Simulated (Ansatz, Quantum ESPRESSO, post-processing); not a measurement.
# Pb: work function by face, part 2 of 2

Aim: the work function of the low-index faces of Pb, their order, and how far the functional matters.

Quantum ESPRESSO 7.5; plane-wave DFT, PBE, GBRV ultrasoft pseudopotentials; geometry and cross-check by Ansatz 0.2.0 with PAW datasets.

So far. Step 11 (Potential by pp.x of (100)): On (100) the work function under LDA lies +0.32 eV from PBE's. Step 12 (Geometry from Ansatz of (110)): The relaxation lowers the energy by 10 meV an atom. Held were the atoms numbered 3, 4 and 5; the forces quoted are those on the free ones.

## Step 14: Electrostatic potential of (110)

110.pbe.pot.in

```
&inputpp
  prefix = '110.pbe'
  outdir = './out'
  filplot = '110.pbe.pot.dat'
  plot_num = 11
/
```

Launch:

```
OMP_NUM_THREADS=1 mpirun -n 4 pp.x -in 110.pbe.pot.in > 110.pbe.pot.out
```

Wall time 1.3 s (4 MPI ranks of Arm Neoverse N1, shared host); peak memory 0.15 GiB; 4.7 s of CPU time.

Numbers from this step:

| Property | Result |
| --- | --- |
| work function of the upper face | 3.710 eV |
| slope of the potential above | 3.86e-4 eV/Å |
| upper vacuum line continued to the top atoms, over the Fermi level | 3.707 eV |
| work function of the lower face | 3.710 eV |
| slope of the potential below | -2.63e-4 eV/Å |
| lower vacuum line continued to the bottom atoms, over the Fermi level | 3.708 eV |

Electrostatic potential energy of an electron; zero at the Fermi level. The potential energy, planar mean by z:

z (Å), potential energy, planar mean (eV) and a bar from the least value:
```
      0.0       3.71 ##############################
      0.5       3.71 ##############################
      1.0       3.71 ##############################
      1.5       3.71 ##############################
      2.0       3.71 ##############################
      2.5       3.71 ##############################
      3.0       3.71 ##############################
      3.5       3.71 ##############################
      4.0       3.71 ##############################
      4.5       3.70 ##############################
      5.0       3.69 ##############################
      5.5       3.65 ##############################
      6.0       3.53 ##############################
      6.5       3.12 #############################
      7.0       1.67 #########################
      7.5      -3.48 #############
      8.0      -8.68 #
      8.5      -7.90 ###
      9.0      -6.84 #####
      9.5      -9.11 
     10.0      -6.90 #####
     10.5      -2.62 ###############
     11.0      -5.74 ########
     11.5      -8.93 
     12.0      -6.16 #######
     12.5      -4.23 ###########
     13.0      -8.26 ##
     13.5      -8.27 ##
     14.0      -4.23 ###########
     14.5      -6.15 #######
     15.0      -8.93 
     15.5      -5.75 ########
     16.0      -2.62 ###############
     16.5      -6.89 #####
     17.0      -9.11 
     17.5      -6.85 #####
     18.0      -7.90 ###
     18.5      -8.68 #
     19.0      -3.49 #############
     19.5       1.67 #########################
     20.0       3.12 #############################
     20.5       3.53 ##############################
     21.0       3.65 ##############################
     21.5       3.69 ##############################
     22.0       3.70 ##############################
     22.5       3.71 ##############################
     23.0       3.71 ##############################
     23.5       3.71 ##############################
     24.0       3.71 ##############################
     24.5       3.71 ##############################
     25.0       3.71 ##############################
     25.5       3.71 ##############################
     26.0       3.71 ##############################
```

## Step 15: SCF with pw.x of (110), LDA

Level of this step: plane-wave DFT, LDA, GBRV ultrasoft pseudopotentials (Quantum ESPRESSO 7.5).

110.lda.in

```
&control
  prefix = '110.lda'
  outdir = './out'
  pseudo_dir = './pseudo'
  calculation = 'scf'
  tprnfor = .true.
/
&system
  ibrav = 0
  nat = 7
  ntyp = 1
  ecutwfc = 40
  ecutrho = 200
  occupations = 'smearing'
  smearing = 'mv'
  degauss = 0.02
/
&electrons
  conv_thr = 1e-07
  mixing_beta = 0.4
  electron_maxstep = 120
  mixing_mode = 'local-TF'
/
ATOMIC_SPECIES
  Pb  207.2000  pb_lda_v1.uspp.F.UPF
CELL_PARAMETERS angstrom
  4.95000000000000 0.00000000000000 0.00000000000000
  0.00000000000000 3.50017856690000 0.00000000000000
  0.00000000000000 0.00000000000000 26.50053570060000
ATOMIC_POSITIONS crystal
  Pb  0.000000000000 0.000000000000 0.305859260767
  Pb  0.500000000000 0.500000000000 0.362804964857
  Pb  0.000000000000 0.000000000000 0.433960230000
  Pb  0.500000000000 0.500000000000 0.500000000000
  Pb  0.000000000000 0.000000000000 0.566039770000
  Pb  0.500000000000 0.500000000000 0.637195036807
  Pb  0.000000000000 0.000000000000 0.694140741210
K_POINTS automatic
  6 8 1 0 0 0
```

Launch:

```
OMP_NUM_THREADS=1 mpirun -n 4 pw.x -nk 2 -in 110.lda.in > 110.lda.out
```

Run time: 3.3 min. Hardware: 4 MPI ranks; peak memory 1 GiB; 13 min of CPU time.

Read from the output:

- free energy: -15620.9313 eV
- Fermi energy: 2.877 eV

## Step 16: Electrostatic potential of (110)

110.lda.pot.in

```
&inputpp
  prefix = '110.lda'
  outdir = './out'
  filplot = '110.lda.pot.dat'
  plot_num = 11
/
```

Launch:

```
OMP_NUM_THREADS=1 mpirun -n 4 pp.x -in 110.lda.pot.in > 110.lda.pot.out
```

Run time: 1.2 s. Hardware: 4 MPI ranks; peak memory 0.15 GiB.

Read from the output:

| Property | Result |
| --- | --- |
| work function of the upper face | 4.017 eV |
| slope of the potential above | 2.66e-4 eV/Å |
| upper vacuum line continued to the top atoms, over the Fermi level | 4.015 eV |
| work function of the lower face | 4.017 eV |
| slope of the potential below | -1.78e-4 eV/Å |
| lower vacuum line continued to the bottom atoms, over the Fermi level | 4.016 eV |

On (110) the work function under LDA lies +0.31 eV from PBE's.

## Step 17: The series side by side

All levels:

```csv
level,work function (eV),"Ansatz, PBE (eV)",CPU time (s)
"(111), PBE",3.743,3.754,412.6
"(111), LDA",4.068,-,399.9
"(100), PBE",3.752,3.745,307
"(100), LDA",4.075,-,293.2
"(110), PBE",3.71,3.721,829.7
"(110), LDA",4.017,-,783.6
```

## Step 18: Worked from the printed numbers

For (111) under PBE, on the run's own zero: φ = 7.872 − (4.128) = 3.744 eV.

## Step 19: Outcome

* work function of (111), PBE: 3.74 eV
* work function of (111), LDA: 4.07 eV
* work function of (100), PBE: 3.75 eV
* work function of (100), LDA: 4.07 eV
* work function of (110), PBE: 3.71 eV
* work function of (110), LDA: 4.02 eV

Under PBE the work functions are 3.75 eV on (100), 3.74 eV on (111) and 3.71 eV on (110). In order of packing, from 10.61 to 17.33 Å² an atom, the faces are (111), (100) and (110). The work function doesn't follow that order throughout, though the faces out of order lie within 0.1 eV, the error of these thin slabs. LDA lies +0.31 to +0.33 eV from PBE on the same atoms, nearly a rigid shift. The top two spacings change by -0.8 and +5.3 % on (111), -2.7 and +9.9 % on (100) and -13.8 and +7.7 % on (110). Ansatz, with Fermi-Dirac smearing and its own datasets, agrees within 0.01 eV under PBE. The slabs are thin and unreconstructed, at the tabulated lattice constant; thickness and mesh leave some 0.05 to 0.1 eV open. Spin-orbit coupling is left out; depending on the atoms that carry the levels of interest, it can split and shift them by tenths of an eV to an eV or more.

Comparison with the measured values:

| quantity | measured | (111), PBE | (100), PBE | (110), PBE |
| --- | --- | --- | --- | --- |
| work function, loosely compared (polycrystalline sample, no single face) (eV) | 4.25 | 3.74 (-0.51 eV) | 3.75 (-0.50 eV) | 3.71 (-0.54 eV) |

Measured values from arxiv:1902.07811 (2019).

**Verdict.** A polycrystal averages over faces, so this is a loose comparison.

[Logs are printed without paths, hosts, clocks, repeated set-up lines and the standing remarks that a program may print on its own settings, such as how far it seeks lower states.]

[Hosts, paths, dates, database ids (printed as entryN), source tags and the programs' standing remarks are cut or masked in the printed files.]

[Maps of the electrostatic potential energy from Ansatz leave out the sawtooth potential of an applied field or a dipole correction, so their vacuum need not be flat; planar profiles and work functions include it.]
